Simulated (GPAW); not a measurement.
# Work function of 1T-TiO2 monolayer at several levels, part 2 of 2

How far do functional and basis move the work function of 1T-TiO2 monolayer? Where a layer proves gapped, the work function hangs on where the smearing puts the Fermi level, and the band edges take its place.

GPAW 26.7.0; GPAW, PAW setups; layer in a repeated cell with vacuum, relaxation of atoms and in-plane cell (the session's first sound run).

So far, upper work function (eV): step 3 (plane waves, PBE) 7.32; step 5 (self-consistent run: xc = "vdW-DF2", GPAW, PAW setups, GPAW) 7.88; step 6 (OptPBE vdW: xc = "optPBE-vdW", GPAW, PAW setups, GPAW) 7.62; step 7 (self-consistent run: xc = "revPBE") 7.22; step 8 (self-consistent run: xc = "RPBE") 7.19.

### Step 9. Real-space grid: mode = "fd"

Level of this step: GPAW, PAW setups; slab in vacuum (GPAW).

A real-space grid is a second complete basis, so it checks the plane-wave result.

Contents of run.py:

```python
import json
import numpy as np
from ase import Atoms
from gpaw import GPAW

slab = Atoms(
    ['O', 'Ti', 'O'],
    positions=[
        [1.47888, 0.85383, 7.00000],
        [0.00000, 0.00000, 7.98329],
        [0.00000, 1.70767, 8.96657]],
    cell=[[2.95776, 0.0, 0.0], [-1.47888, 2.5615, 0.0], [0.0, 0.0, 15.9666]],
    pbc=[True, True, False])

slab.calc = GPAW(mode='fd', h=0.18, xc='PBE', kpts={'size': (12, 12, 1), 'gamma': True},
                 occupations={'name': 'fermi-dirac', 'width': 0.05}, nbands='160%',
                 convergence={'density': 1e-05}, maxiter=200,
                 poissonsolver={'dipolelayer': 'xy'},
                 symmetry={'tolerance': 1e-3}, txt='slab.txt')
result = {}
energy = slab.get_potential_energy()
fermi = slab.calc.get_fermi_level()
v = slab.calc.get_electrostatic_potential().mean((0, 1)) - fermi
n = slab.calc.get_pseudo_density().mean((0, 1))
L = slab.cell[2, 2]
z = np.arange(len(v)) * L / len(v)
low, high = slab.positions[:, 2].min(), slab.positions[:, 2].max()
below, above = np.interp([low - 4.8, high + 4.8], z, v)
slopes = [np.interp(x, z, np.gradient(v, z)) for x in (low - 4.8, high + 4.8)]
eps = np.array([[slab.calc.get_eigenvalues(k, s) for k in range(len(slab.calc.get_ibz_k_points()))]
                for s in range(slab.calc.get_number_of_spins())]) - fermi
top, bottom = eps[eps < 0].max(), eps[eps > 0].min()
dipole = slab.get_dipole_moment()[2]
print(f'energy {energy:.4f} eV, Fermi level {fermi:.4f} eV, dipole {dipole:.5f} e A')
print(f'potential 4.8 A off the faces, from the Fermi level: lower {below:.4f} eV, upper {above:.4f} eV')
print(f'slope of the potential there: lower {slopes[0]:.5f}, upper {slopes[1]:.5f} eV/A')
print(f'nearest levels on the mesh: {top:.4f} and {bottom:.4f} eV')
print('magnetic moment', round(slab.get_magnetic_moment(), 3))
result.update(energy=energy, fermi=fermi, dipole=dipole, below=below, above=above, slopes=slopes, edges=[top, bottom],
              z=z.tolist(), v=v.tolist(), n=n.tolist(), positions=slab.positions.tolist(),
              forces=slab.get_forces(apply_constraint=False).tolist(), moments=slab.get_magnetic_moments().tolist())
json.dump(result, open('result.json', 'w'))
```

Launch:

```
> OMP_NUM_THREADS=1 OPENBLAS_NUM_THREADS=1 python run.py
```

The log of the run:

```text
energy -26.0085 eV, Fermi level -7.3417 eV, dipole -0.00024 e A
potential 4.8 A off the faces, from the Fermi level: lower 7.3389 eV, upper 7.3445 eV
slope of the potential there: lower -0.00000, upper 0.00000 eV/A
nearest levels on the mesh: -1.0840 and 1.7430 eV
magnetic moment 0.0
```

Run time: 48 s. Hardware: 1 thread of Arm Neoverse V2, shared host; peak memory 0.36 GiB.

This step gave:

| Item | Value |
| --- | --- |
| dipole along the normal | -2.35e-4 e·Å |
| levels nearest the Fermi level on the mesh | -1.084, 1.743 eV from the Fermi level |
| upper work function | 7.344 eV |
| lower work function | 7.339 eV |
| upper ionisation energy | 8.428 eV |

The electrostatic potential energy of an electron (without an applied field's), less the Fermi level, planar mean by z:

```csv
z (Å),"electrostatic potential energy of an electron (without an applied field's), less the Fermi level, planar mean (eV)"
0,7.34
1,7.34
2,7.34
3,7.34
4,7.34
5,7.32
6,6.63
7,-11.4
8,-19.3
9,-10.8
10,6.72
11,7.33
12,7.34
13,7.34
14,7.34
15,7.34
```

The highest filled level lies 1.08 eV under the Fermi level, so the ionisation energy from the upper face is 7.344 + 1.08 = 8.428 eV, against 8.428 eV in the base run.

### Step 10. Atomic orbitals: mode = "lcao"

Atom-centred orbitals end a few angstrom from the surface, which tests how much the density's tail matters.

run.py: that of step 9 with these lines changed.

```diff
@@ -14,4 +14,4 @@
 
-slab.calc = GPAW(mode='fd', h=0.18, xc='PBE', kpts={'size': (12, 12, 1), 'gamma': True},
-                 occupations={'name': 'fermi-dirac', 'width': 0.05}, nbands='160%',
+slab.calc = GPAW(mode='lcao', basis='dzp', h=0.18, xc='PBE', kpts={'size': (12, 12, 1), 'gamma': True},
+                 occupations={'name': 'fermi-dirac', 'width': 0.05}, nbands='120%',
                  convergence={'density': 1e-05}, maxiter=200,
```

The log of the run:

```text
energy -24.3172 eV, Fermi level -7.4386 eV, dipole -0.00024 e A
potential 4.8 A off the faces, from the Fermi level: lower 7.4358 eV, upper 7.4414 eV
slope of the potential there: lower -0.00000, upper 0.00000 eV/A
nearest levels on the mesh: -1.0952 and 1.5819 eV
magnetic moment 0.0
```

The job ended after 65 s (1 thread; peak memory 0.23 GiB).

This step gave:

```
dipole along the normal                    : -2.36e-4 e·Å
levels nearest the Fermi level on the mesh : -1.095, 1.582 eV from the Fermi level
upper work function                        : 7.441 eV
lower work function                        : 7.436 eV
upper ionisation energy                    : 8.537 eV
```

Electrostatic potential energy of an electron (without an applied field's), less the Fermi level, planar mean against z:

z (Å), electrostatic potential energy of an electron (without an applied field's), less the Fermi level, planar mean (eV) and a bar from the least value:
```
      0.0        7.4 ##############################
      0.5        7.4 ##############################
      1.0        7.4 ##############################
      1.5        7.4 ##############################
      2.0        7.4 ##############################
      2.5        7.4 ##############################
      3.0        7.4 ##############################
      3.5        7.4 ##############################
      4.0        7.4 ##############################
      4.5        7.4 ##############################
      5.0        7.4 ##############################
      5.5        7.3 ##############################
      6.0        6.7 #############################
      6.5        2.6 #########################
      7.0      -11.5 #########
      7.5      -11.5 #########
      8.0      -19.6 
      8.5      -11.0 ##########
      9.0      -11.0 ##########
      9.5        3.2 #########################
     10.0        6.8 #############################
     10.5        7.4 ##############################
     11.0        7.4 ##############################
     11.5        7.4 ##############################
     12.0        7.4 ##############################
     12.5        7.4 ##############################
     13.0        7.4 ##############################
     13.5        7.4 ##############################
     14.0        7.4 ##############################
     14.5        7.4 ##############################
     15.0        7.4 ##############################
     15.5        7.4 ##############################
```

The highest filled level lies 1.10 eV under the Fermi level, so the ionisation energy from the upper face is 7.441 + 1.10 = 8.537 eV, against 8.428 eV in the base run.

### Step 11. Cost and result by level

Times are for 1 thread of Arm Neoverse V2, shared host. Results by setting:

```csv
no.,run,upper ionisation energy (eV),time,memory (GiB)
1,pw,8.428,18 s,0.18
2,LDA,8.767,16 s,0.18
3,vdW DF2,8.955,27 s,0.3
4,optPBE vdW,8.695,26 s,0.3
5,revPBE,8.296,18 s,0.18
6,RPBE,8.290,18 s,0.18
7,fd,8.428,48 s,0.36
8,lcao,8.537,65 s,0.23
```

### Step 12. Side by side

Results and costs are gathered.

This step: comparison of work functions, dipole and cost (GPAW 26.7.0).

Ladder, by row:

```csv
step,code,"work function, upper (eV)","work function, lower (eV)",dipole (e Å),wall time (s),peak memory (GiB),threads
pw,GPAW,7.317,7.311,-2.32e-4,17.99,0.18,1
LDA,GPAW,7.658,7.652,-2.32e-4,16.16,0.18,1
vdW-DF2,GPAW,7.876,7.871,-2.31e-4,26.96,0.3,1
optPBE-vdW,GPAW,7.617,7.612,-2.32e-4,26.45,0.3,1
revPBE,GPAW,7.218,7.213,-2.32e-4,18.18,0.18,1
RPBE,GPAW,7.185,7.18,-2.32e-4,18.25,0.18,1
fd,GPAW,7.344,7.339,-2.35e-4,47.55,0.36,1
lcao,GPAW,7.441,7.436,-2.36e-4,64.54,0.23,1
```

### Step 13. A changed run

One more run, with changed settings.

This step: GPAW, PAW setups; slab in vacuum (GPAW 26.7.0).

run.py: that of step 10 with these lines changed.

```diff
@@ -3,3 +3,4 @@
 from ase import Atoms
-from gpaw import GPAW
+from gpaw import GPAW, PW
+from gpaw.external import ConstantElectricField
 
@@ -14,6 +15,7 @@
 
-slab.calc = GPAW(mode='lcao', basis='dzp', h=0.18, xc='PBE', kpts={'size': (12, 12, 1), 'gamma': True},
-                 occupations={'name': 'fermi-dirac', 'width': 0.05}, nbands='120%',
-                 convergence={'density': 1e-05}, maxiter=200,
+slab.calc = GPAW(mode=PW(500), xc='PBE', kpts={'size': (12, 12, 1), 'gamma': True},
+                 occupations={'name': 'fermi-dirac', 'width': 0.05}, nbands='160%',
+                 convergence={'density': 1e-05}, maxiter=100,
                  poissonsolver={'dipolelayer': 'xy'},
+                 external=ConstantElectricField(1.5, [0, 0, 1]),
                  symmetry={'tolerance': 1e-3}, txt='slab.txt')
```

The log of the run:

```text
energy -25.0288 eV, Fermi level -3.6280 eV, dipole 0.19233 e A
potential 4.8 A off the faces, from the Fermi level: lower 9.3730 eV, upper 4.7797 eV
slope of the potential there: lower -0.00214, upper 0.00187 eV/A
nearest levels on the mesh: -1.4127 and 1.0356 eV
magnetic moment 0.0
```

It took 75 s on 1 thread; peak memory 0.3 GiB.

The run finished. A setting was moved off its sound value on purpose, so it serves as a test and not as the result.

The fault put into the input: a field far too strong (field = 1.5).

Side by side:

```csv
quantity,this run,sound run,difference
dipole along the normal (e·Å),0.19233,-2.319e-4,0.193
```

One result that differs is the dipole along the normal, 0.192 e·Å against -2.3e-4 e·Å.

### Step 14. Summary of results

| Quantity | Value |
| --- | --- |
| work function, upper and lower face (Fermi level placed in the gap by the smearing) | 7.317 and 7.311 eV |
| ionisation energy from the upper face (highest filled level on the mesh) | 8.43 eV |
| electron affinity from the upper face (lowest empty Kohn-Sham level on the mesh) | 5.60 eV |
| dipole along the normal | -2.3e-4 e Å |

With plane waves and PBE the ionisation energy from the upper face is 8.43 eV and the Kohn-Sham electron affinity 5.60 eV. The levels nearest the Fermi level on the mesh lie 2.83 eV apart, so the slab is gapped there: the smearing puts the Fermi level inside the gap, and from either face the ionisation energy is the work function plus 1.1 eV. Both are Kohn-Sham levels on the mesh, and semilocal gaps are too small, so the affinity tends to come out too large and the ionisation energy too small. Work functions of a gapped slab move with the place of the Fermi level in the gap; over the runs without a planted fault the highest filled level on the mesh lies 8.29 (RPBE) to 8.95 eV (vdW-DF2) under the upper vacuum level. The small printed dipole stands for a step of 5.5 meV from the lower to the upper face, and the probes find 5.6 meV; values this small are near the numerical noise of both. The layer's cell and atoms come from the relaxation; spin-orbit coupling and temperature are left out.

[Logs are printed without paths, hosts, clocks, repeated set-up lines and the standing remarks that a program may print on its own settings, such as how far it seeks lower states.]

[Hosts, paths, dates, database ids (printed as entryN), source tags and the programs' standing remarks are cut or masked in the printed files.]
